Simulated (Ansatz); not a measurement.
# Work function of V(110): what the settings cost and change, part 2 of 2

How far do cutoff, k-mesh and smearing move the work function of V(110)?

Ansatz 0.2.0; plane-wave DFT, PBE, Ansatz PAW.

So far. Step 4 (Run): The work function is 4.775 eV, -0.211 eV from the run “cutoff 200 eV”, at 2.0 times its CPU time.

## (5) Run

File input.yaml:

```yaml
crystal:
  lattice:
    - [2.1354624792, -1.51, 0.0]
    - [2.1354624792, 1.51, 0.0]
    - [0.0, 0.0, 30.8127748751]
  atoms:
    - { symbol: V, position: [0.0, 0.0, 0.2920866438] }
    - { symbol: V, position: [0.5, 0.5, 0.3613910959] }
    - { symbol: V, position: [0.0, 0.0, 0.4306955479] }
    - { symbol: V, position: [0.5, 0.5, 0.5] }
    - { symbol: V, position: [0.0, 0.0, 0.5693044521] }
    - { symbol: V, position: [0.5, 0.5, 0.6386089041] }
    - { symbol: V, position: [0.0, 0.0, 0.7079133562] }
kpoints:
  mp_grid: { grid: [16, 16, 1] }
hamiltonian:
  xc: pbe
scf:
  occupations: { method: fermi_dirac, width: 0.1 }
  convergence: { dr2_threshold: 1.0e-09 }
efield:
  axis: 3
  dipole_correction: true
  ramp_position: 0.97
  ramp_width: 0.06
basis:
  ecutwfc: "600 eV"
output:
  write_potential: true
  write_density: true
  volumetric_format: npy
```

Run with:

```bash
ansatz run input.yaml --threads 2 --pin off --max-ram 3072MiB --backend cpu --events-out ev --progress --plain --runs-dir out
```

Numbers of over 12 decimals in the logs are rounded to 6 here.

Output:

```text
[...]
Crystal: 7 atoms, lattice volume = 198.715 Å³
Basis set: ecut = 600 eV, 6593 PW (Γ)
Bands: 55, of which v1, the nominal top of the filled ones, is band 46 counted from 1 (45 counted from 0)
Symmetry: 4 space group operations
k-points: 73 of 256
[...]
k-point 0: bands = [... 42 lower, 5.5937, 5.6035, 5.6729, 5.7724, 5.8220, 5.8692, 5.9984, 6.2327, ... 5 higher]
  k-point 1: bands = [... 42 lower, 5.5222, 5.5596, 5.6060, 5.7143, 5.7977, 5.8985, 6.0202, 6.0535, ... 5 higher]
  k-point 2: bands = [... 42 lower, 5.3111, 5.4001, 5.5050, 5.6798, 5.6815, 5.6838, 5.9688, 6.0727, ... 5 higher]
  k-point 72: bands = [... 42 lower, 5.4750, 5.8434, 6.2637, 6.9858, 7.0137, 7.0890, 7.1685, 7.3109, ... 5 higher]
[key lines of the parts left out:]
SCF converged after 12 iterations
Free energy (F): -20385.028569 eV
Fermi energy:    5.513533 eV
Dipole field:    D = -0.000000 V/Å  (p = -0.000000 e·Å, saw-weighted, corrected)
Work function:   Φ+ = 4.7749 eV   Φ− = 4.7749 eV
```

Run time: 3.8 min. Hardware: 2 threads of Arm Neoverse N1, shared host; peak memory 1.5 GiB; 6.6 min of CPU time.

The work function is 4.775 eV, -0.000 eV from the run “cutoff 420 eV”, at 1.6 times its CPU time.

## (6) Slab

input.yaml: that of step 5 with these lines changed.

```diff
@@ -14,3 +14,3 @@
 kpoints:
-  mp_grid: { grid: [16, 16, 1] }
+  mp_grid: { grid: [3, 3, 1] }
 hamiltonian:
@@ -25,4 +25,2 @@
   ramp_width: 0.06
-basis:
-  ecutwfc: "600 eV"
 output:
```

Output:

```text
[...]
Crystal: 7 atoms, lattice volume = 198.715 Å³
Basis set: ecut = 420 eV, 3845 PW (Γ)
Bands: 55, of which v1, the nominal top of the filled ones, is band 46 counted from 1 (45 counted from 0)
Symmetry: 4 space group operations
k-points: 4 of 9
[...]
k-point 0: bands = [... 42 lower, 5.5521, 5.5554, 5.6552, 5.7281, 5.7863, 5.8319, 5.9623, 6.2165, ... 5 higher]
  k-point 1: bands = [... 42 lower, 4.8988, 5.0644, 5.1596, 5.2942, 5.4445, 5.5368, 5.6012, 7.3095, ... 5 higher]
  k-point 2: bands = [... 42 lower, 5.2648, 5.6870, 5.9625, 6.0042, 6.3778, 6.6315, 6.6838, 6.9407, ... 5 higher]
  k-point 3: bands = [... 42 lower, 4.6146, 4.8914, 4.9105, 5.3402, 5.8354, 5.8370, 5.9339, 6.6380, ... 5 higher]
[key lines of the parts left out:]
SCF converged after 12 iterations
Free energy (F): -20385.356861 eV
Fermi energy:    5.501559 eV
Dipole field:    D = 0.000000 V/Å  (p = 0.000000 e·Å, saw-weighted, corrected)
Work function:   Φ+ = 4.8138 eV   Φ− = 4.8138 eV
```

The job ended after 14 s (2 threads; peak memory 0.4 GiB).

The work function is 4.814 eV, +0.039 eV from the run “cutoff 420 eV”, at 0.055 times its CPU time.

## (7) Slab

input.yaml: that of step 6 with these lines changed.

```diff
@@ -14,3 +14,3 @@
 kpoints:
-  mp_grid: { grid: [3, 3, 1] }
+  mp_grid: { grid: [5, 5, 1] }
 hamiltonian:
```

Output:

```text
[...]
Crystal: 7 atoms, lattice volume = 198.715 Å³
Basis set: ecut = 420 eV, 3845 PW (Γ)
Bands: 55, of which v1, the nominal top of the filled ones, is band 46 counted from 1 (45 counted from 0)
Symmetry: 4 space group operations
k-points: 9 of 25
[...]
k-point 0: bands = [... 42 lower, 5.5742, 5.5743, 5.6491, 5.7562, 5.7769, 5.8333, 5.9701, 6.2273, ... 5 higher]
  k-point 1: bands = [... 42 lower, 5.1078, 5.2335, 5.2668, 5.3338, 5.3613, 5.4419, 5.5423, 6.4481, ... 5 higher]
  k-point 2: bands = [... 42 lower, 4.9838, 5.1176, 5.3349, 5.6367, 5.9385, 6.1574, 6.3649, 7.4204, ... 5 higher]
  k-point 8: bands = [... 42 lower, 4.7906, 5.2989, 5.4422, 5.9350, 6.4984, 6.5510, 6.6445, 7.3312, ... 5 higher]
[key lines of the parts left out:]
SCF converged after 11 iterations
Free energy (F): -20384.988621 eV
Fermi energy:    5.524977 eV
Dipole field:    D = 0.000000 V/Å  (p = 0.000000 e·Å, saw-weighted, corrected)
Work function:   Φ+ = 4.7894 eV   Φ− = 4.7894 eV
```

Wall time 29 s (2 threads); peak memory 0.45 GiB; 32 s of CPU time.

The work function is 4.789 eV, +0.014 eV from the run “cutoff 420 eV”, at 0.13 times its CPU time.

## (8) Slab

input.yaml: that of step 7 with these lines changed.

```diff
@@ -14,3 +14,3 @@
 kpoints:
-  mp_grid: { grid: [5, 5, 1] }
+  mp_grid: { grid: [11, 11, 1] }
 hamiltonian:
```

Output:

```text
[...]
Crystal: 7 atoms, lattice volume = 198.715 Å³
Basis set: ecut = 420 eV, 3845 PW (Γ)
Bands: 55, of which v1, the nominal top of the filled ones, is band 46 counted from 1 (45 counted from 0)
Symmetry: 4 space group operations
k-points: 36 of 121
[...]
k-point 0: bands = [... 42 lower, 5.5952, 5.6045, 5.6732, 5.7739, 5.8230, 5.8705, 5.9999, 6.2331, ... 5 higher]
  k-point 1: bands = [... 42 lower, 5.4524, 5.4628, 5.5795, 5.6927, 5.7530, 5.8933, 5.9615, 6.0487, ... 5 higher]
  k-point 2: bands = [... 42 lower, 5.1792, 5.3055, 5.3471, 5.3944, 5.5048, 5.5327, 5.6162, 6.3501, ... 5 higher]
  k-point 35: bands = [... 42 lower, 5.2813, 5.7705, 5.9360, 6.6048, 6.9485, 7.0876, 7.2713, 7.4084, ... 5 higher]
[key lines of the parts left out:]
SCF converged after 11 iterations
Free energy (F): -20385.015984 eV
Fermi energy:    5.515250 eV
Dipole field:    D = -0.000001 V/Å  (p = -0.000001 e·Å, saw-weighted, corrected)
Work function:   Φ+ = 4.7765 eV   Φ− = 4.7765 eV
```

Elapsed: 1.7 min, on 2 threads; peak memory 0.66 GiB.

The work function is 4.776 eV, +0.001 eV from the run “cutoff 420 eV”, at 0.49 times its CPU time.

## (9) Slab

input.yaml: that of step 8 with these lines changed.

```diff
@@ -14,3 +14,3 @@
 kpoints:
-  mp_grid: { grid: [11, 11, 1] }
+  mp_grid: { grid: [24, 24, 1] }
 hamiltonian:
```

Output:

```text
[...]
Crystal: 7 atoms, lattice volume = 198.715 Å³
Basis set: ecut = 420 eV, 3845 PW (Γ)
Bands: 55, of which v1, the nominal top of the filled ones, is band 46 counted from 1 (45 counted from 0)
Symmetry: 4 space group operations
k-points: 157 of 576
[...]
k-point 0: bands = [... 42 lower, 5.5954, 5.6054, 5.6748, 5.7740, 5.8244, 5.8714, 6.0003, 6.2343, ... 5 higher]
  k-point 1: bands = [... 42 lower, 5.5615, 5.6068, 5.6249, 5.7431, 5.8207, 5.8757, 6.0100, 6.1494, ... 5 higher]
  k-point 2: bands = [... 42 lower, 5.4796, 5.4846, 5.5912, 5.6969, 5.7678, 5.9378, 5.9451, 6.0404, ... 5 higher]
  k-point 156: bands = [... 42 lower, 5.4765, 5.8455, 6.2656, 6.9875, 7.0157, 7.0910, 7.1705, 7.3127, ... 5 higher]
[key lines of the parts left out:]
SCF converged after 12 iterations
Free energy (F): -20385.015369 eV
Fermi energy:    5.514980 eV
Dipole field:    D = -0.000000 V/Å  (p = -0.000000 e·Å, saw-weighted, corrected)
Work function:   Φ+ = 4.7743 eV   Φ− = 4.7743 eV
```

It took 7.3 min on 2 threads; peak memory 1.7 GiB.

The work function is 4.774 eV, -0.001 eV from the run “cutoff 420 eV”, at 2.3 times its CPU time.

## (10) Run

input.yaml: that of step 9 with these lines changed.

```diff
@@ -14,3 +14,3 @@
 kpoints:
-  mp_grid: { grid: [24, 24, 1] }
+  mp_grid: { grid: [16, 16, 1] }
 hamiltonian:
@@ -18,3 +18,3 @@
 scf:
-  occupations: { method: fermi_dirac, width: 0.1 }
+  occupations: { method: gaussian, width: 0.05 }
   convergence: { dr2_threshold: 1.0e-09 }
```

Output:

```text
[...]
Crystal: 7 atoms, lattice volume = 198.715 Å³
Basis set: ecut = 420 eV, 3845 PW (Γ)
Bands: 55, of which v1, the nominal top of the filled ones, is band 46 counted from 1 (45 counted from 0)
Symmetry: 4 space group operations
k-points: 73 of 256
[...]
k-point 0: bands = [... 42 lower, 5.5839, 5.5909, 5.6663, 5.7594, 5.8123, 5.8604, 5.9906, 6.2274, ... 5 higher]
  k-point 1: bands = [... 42 lower, 5.5126, 5.5523, 5.5935, 5.7023, 5.7882, 5.8887, 6.0116, 6.0471, ... 5 higher]
  k-point 2: bands = [... 42 lower, 5.3024, 5.3906, 5.4928, 5.6702, 5.6714, 5.6754, 5.9628, 6.0618, ... 5 higher]
  k-point 72: bands = [... 42 lower, 5.4669, 5.8336, 6.2544, 6.9775, 7.0059, 7.0757, 7.1604, 7.3010, ... 5 higher]
[key lines of the parts left out:]
SCF converged after 12 iterations
Free energy (F): -20384.807163 eV
Fermi energy:    5.491673 eV
Dipole field:    D = 0.000000 V/Å  (p = 0.000000 e·Å, saw-weighted, corrected)
Work function:   Φ+ = 4.8069 eV   Φ− = 4.8069 eV
```

The job ended after 3 min (2 threads; peak memory 0.98 GiB; 4.1 min of CPU time).

The work function is 4.807 eV, +0.032 eV from the run “cutoff 420 eV”, at 0.98 times its CPU time.

## (11) Slab

input.yaml: that of step 10 with these lines changed.

```diff
@@ -18,3 +18,3 @@
 scf:
-  occupations: { method: gaussian, width: 0.05 }
+  occupations: { method: methfessel_paxton, width: 0.2 }
   convergence: { dr2_threshold: 1.0e-09 }
```

Output:

```text
[...]
Crystal: 7 atoms, lattice volume = 198.715 Å³
Basis set: ecut = 420 eV, 3845 PW (Γ)
Bands: 55, of which v1, the nominal top of the filled ones, is band 46 counted from 1 (45 counted from 0)
Symmetry: 4 space group operations
k-points: 73 of 256
[...]
k-point 0: bands = [... 42 lower, 5.5781, 5.5857, 5.6611, 5.7542, 5.8062, 5.8541, 5.9843, 6.2230, ... 5 higher]
  k-point 1: bands = [... 42 lower, 5.5069, 5.5473, 5.5883, 5.6968, 5.7821, 5.8826, 6.0055, 6.0427, ... 5 higher]
  k-point 2: bands = [... 42 lower, 5.2980, 5.3847, 5.4874, 5.6640, 5.6657, 5.6714, 5.9574, 6.0563, ... 5 higher]
  k-point 72: bands = [... 42 lower, 5.4604, 5.8288, 6.2491, 6.9714, 6.9998, 7.0715, 7.1541, 7.2951, ... 5 higher]
[key lines of the parts left out:]
SCF converged after 11 iterations
Free energy (F): -20384.798178 eV
Fermi energy:    5.484284 eV
Dipole field:    D = -0.000001 V/Å  (p = -0.000002 e·Å, saw-weighted, corrected)
Work function:   Φ+ = 4.8196 eV   Φ− = 4.8195 eV
```

Elapsed: 3.1 min, on 2 threads; peak memory 0.98 GiB; 4.2 min of CPU time.

The work function is 4.820 eV, +0.045 eV from the run “cutoff 420 eV”, at 1.0 times its CPU time.

## (12) Run

input.yaml: that of step 11 with these lines changed.

```diff
@@ -18,3 +18,3 @@
 scf:
-  occupations: { method: methfessel_paxton, width: 0.2 }
+  occupations: { method: fermi_dirac, width: 0.3 }
   convergence: { dr2_threshold: 1.0e-09 }
```

Output:

```text
band count auto-derived: 61 (N_el = 91.0; filled up to band 46; 55 by the electrons, moments and atoms)
[...]
Crystal: 7 atoms, lattice volume = 198.715 Å³
Basis set: ecut = 420 eV, 3845 PW (Γ)
Bands: 61, of which v1, the nominal top of the filled ones, is band 46 counted from 1 (45 counted from 0)
Symmetry: 4 space group operations
k-points: 73 of 256
[...]
k-point 0: bands = [... 42 lower, 5.6118, 5.6263, 5.6863, 5.7986, 5.8365, 5.8842, 6.0126, 6.2442, ... 26 higher]
  k-point 1: bands = [... 42 lower, 5.5402, 5.5747, 5.6291, 5.7374, 5.8127, 5.9159, 6.0377, 6.0684, ... 26 higher]
  k-point 2: bands = [... 42 lower, 5.3323, 5.4204, 5.5275, 5.6956, 5.6998, 5.7051, 5.9795, 6.0952, ... 26 higher]
  k-point 72: bands = [... 42 lower, 5.4965, 5.8611, 6.2876, 7.0087, 7.0367, 7.1189, 7.1930, 7.3349, ... 26 higher]
[key lines of the parts left out:]
SCF converged after 10 iterations
Free energy (F): -20386.515269 eV
Fermi energy:    5.623666 eV
Dipole field:    D = 0.000001 V/Å  (p = 0.000001 e·Å, saw-weighted, corrected)
Work function:   Φ+ = 4.6598 eV   Φ− = 4.6598 eV
```

The job ended after 4.6 min (2 threads; peak memory 1.3 GiB).

The work function is 4.660 eV, -0.115 eV from the run “cutoff 420 eV”, at 1.5 times its CPU time.

## (13) Run

input.yaml: that of step 12 with these lines changed.

```diff
@@ -18,3 +18,3 @@
 scf:
-  occupations: { method: fermi_dirac, width: 0.3 }
+  occupations: { method: cold, width: 0.1 }
   convergence: { dr2_threshold: 1.0e-09 }
```

Output:

```text
[...]
Crystal: 7 atoms, lattice volume = 198.715 Å³
Basis set: ecut = 420 eV, 3845 PW (Γ)
Bands: 55, of which v1, the nominal top of the filled ones, is band 46 counted from 1 (45 counted from 0)
Symmetry: 4 space group operations
k-points: 73 of 256
[...]
k-point 0: bands = [... 42 lower, 5.5814, 5.5884, 5.6649, 5.7566, 5.8106, 5.8587, 5.9884, 6.2249, ... 5 higher]
  k-point 1: bands = [... 42 lower, 5.5103, 5.5508, 5.5910, 5.6998, 5.7865, 5.8868, 6.0093, 6.0446, ... 5 higher]
  k-point 2: bands = [... 42 lower, 5.3010, 5.3883, 5.4903, 5.6683, 5.6693, 5.6732, 5.9606, 6.0598, ... 5 higher]
  k-point 72: bands = [... 42 lower, 5.4642, 5.8320, 6.2525, 6.9750, 7.0039, 7.0738, 7.1577, 7.2984, ... 5 higher]
[key lines of the parts left out:]
SCF converged after 11 iterations
Free energy (F): -20384.797121 eV
Fermi energy:    5.488366 eV
Dipole field:    D = -0.000002 V/Å  (p = -0.000002 e·Å, saw-weighted, corrected)
Work function:   Φ+ = 4.8129 eV   Φ− = 4.8128 eV
```

Wall time 3.1 min (2 threads); peak memory 0.98 GiB; 4.3 min of CPU time.

The work function is 4.813 eV, +0.038 eV from the run “cutoff 420 eV”, at 1.0 times its CPU time.

## (14) The series together

Times are for 2 threads of Arm Neoverse N1, shared host. The series side by side:

```
no.                            setting  work function, upper face (eV)     time  memory (GiB)
  1                      cutoff 200 eV                           4.986     64 s          0.56
  2                      cutoff 300 eV                           4.772     92 s           0.7
  3                      cutoff 420 eV                           4.775  2.2 min          0.98
  4                      cutoff 600 eV                           4.775  3.8 min           1.5
  5                           mesh 3x3                           4.814     14 s           0.4
  6                           mesh 5x5                           4.789     29 s          0.45
  7                         mesh 11x11                           4.776  1.7 min          0.66
  8                         mesh 24x24                           4.774  7.3 min           1.7
  9          Gaussian smearing 0.05 eV                           4.807    3 min          0.98
 10  methfessel_paxton smearing 0.2 eV                           4.820  3.1 min          0.98
 11        fermi_dirac smearing 0.3 eV                           4.660  4.6 min           1.3
 12               cold smearing 0.1 eV                           4.813  3.1 min          0.98
```

## (15) The same run with other settings

An input spoilt on purpose, to show how the run answers: it repeats the earlier run “cutoff 200 eV” with efield.axis from 3 to 1, and scf.max_iter set to 100; its output block differs too.

input.yaml: that of step 13 with these lines changed.

```diff
@@ -18,6 +18,7 @@
 scf:
-  occupations: { method: cold, width: 0.1 }
+  occupations: { method: fermi_dirac, width: 0.1 }
   convergence: { dr2_threshold: 1.0e-09 }
+  max_iter: 100
 efield:
-  axis: 3
+  axis: 1
   dipole_correction: true
@@ -25,2 +26,4 @@
   ramp_width: 0.06
+basis:
+  ecutwfc: "200 eV"
 output:
```

Output:

```text
Warning: basis.ecutwfc = 200 eV is below the records' recommended 420 eV, and the density's cutoff is lower with it unless basis.ecutrho_ratio is high enough to keep the records' density cutoff: compare with a run at a higher cutoff
Warning: basis.ecutrho_ratio 4 (ecutrho = 800 eV, dense FFT grid 15×15×144): the grid does not resolve the core-correction charge of V (measure 0.11 e/Å^2.5); warned from 0.08. The energy and each atom's force then go with where the atoms sit on the grid: [figures from the program's tests cut] If this deck is also warned that a cutoff or its ratio is below what is recommended, mend that before anything below. First try basis.xc_grid, which is 1 on this run (the dense grid itself), where it is not refused (2, then 3). Above 1 the core-correction charge is laid on the exchange–correlation grid, and this warning is never given, whether or not the level is enough: [rest of the remark cut]
Engine: ansatz 0.2.0, aarch64-unknown-linux-gnu
Pseudopotentials: kind: paw
Pseudopotential: V, paw, valence charge 13, recommended cutoff 420 eV (normal), V.paw.azcp
Functional definition: PBE
  parameter kappa = 0.804
  parameter beta = 0.066725
  exchange = pbe_x(kappa = kappa, mu = beta*pi^2/3)
  correlation = pbe_c(beta = beta)
Crystal: 7 atoms, lattice volume = 198.715 Å³
Basis set: ecut = 200 eV, 1245 PW (Γ)
Bands: 55, of which v1, the nominal top of the filled ones, is band 46 counted from 1 (45 counted from 0)
Symmetry: 2 space group operations
k-points: 130 of 256 (time reversal used)
Non-local potential: V, projectors of the file, l = 0: 3, l = 1: 2, l = 2: 3, l = 3: 1
PAW form: soft (Blöchl's): semilocal exchange-correlation on the pseudo side does not see the compensation charge
PAW one-centre angular grid: V, 590 points (default); XC on 64 Gauss nodes
Initial density: superposition of atomic densities (neutral atoms: chi_scale 0, normalization atom), corrected by the library's trained network
Initial wavefunctions: pseudopotential atomic-orbital guess
Functional: x = pbe(κ = 0.804, μ = 0.219515), c = pbe(β = 0.066725)
Error: efield: ion 0 (V) at fractional coordinate 0.0000 along the field axis lies inside the sawtooth ramp with 2 of the planes that the density is read on at each end, [0.8367, 0.1633] — the ramp must sit in vacuum (an ion there feels the fictitious reversed slope); set or move the ramp (efield.ramp_position / ramp_width) or move the geometry
```

It took 0.83 s on 2 threads; peak memory 0.34 GiB; 0.59 s of CPU time.

The input was rejected at the start.

The program's message: “Error: efield: ion 0 (V) at fractional coordinate 0.0000 along the field axis lies inside the sawtooth ramp with 2 of the planes that the density is read on at each end, [0.8367, 0.1633] — the ramp mu …”

The fault put into the input: the field along an axis without vacuum.

## (16) Summary of results

* work function, cutoff 200 eV: 4.986 eV
* work function, cutoff 420 eV: 4.775 eV
* work function, cutoff 600 eV: 4.775 eV
* work function, fermi_dirac smearing 0.3 eV: 4.660 eV

The run at the highest cutoff gives 4.77 eV, and the settings tried spread the value from 4.66 to 4.99 eV. Against 600 eV, a cutoff of 200 eV is off by +0.211 eV. Against 600 eV, a cutoff of 420 eV is off by +0.000 eV. Against the finest mesh, 24 points along a, the coarser ones are off by +0.04 (3), +0.02 (5) and +0.00 (11) eV. The smearing schemes and widths spread it over 0.16 eV. The program marks the value as in doubt in “cutoff 200 eV”. The ladder's slabs use the tabulated experimental lattice constant (two decimals; a low-temperature value for the alkali metals). The main runs have no spin polarisation; a magnetic state could lie lower and would change these results. In 1 run of the series (cutoff 200 eV) the program warns that electrons reach the sawtooth's ramp, which makes dipole and work function less sure.

[Logs are printed without paths, hosts, clocks, repeated set-up lines and the standing remarks that a program may print on its own settings, such as how far it seeks lower states.]

[Hosts, paths, dates, database ids (printed as entryN), source tags and the programs' standing remarks are cut or masked in the printed files.]

[Maps of the electrostatic potential energy from Ansatz leave out the sawtooth potential of an applied field or a dipole correction, so their vacuum need not be flat; planar profiles and work functions include it.]
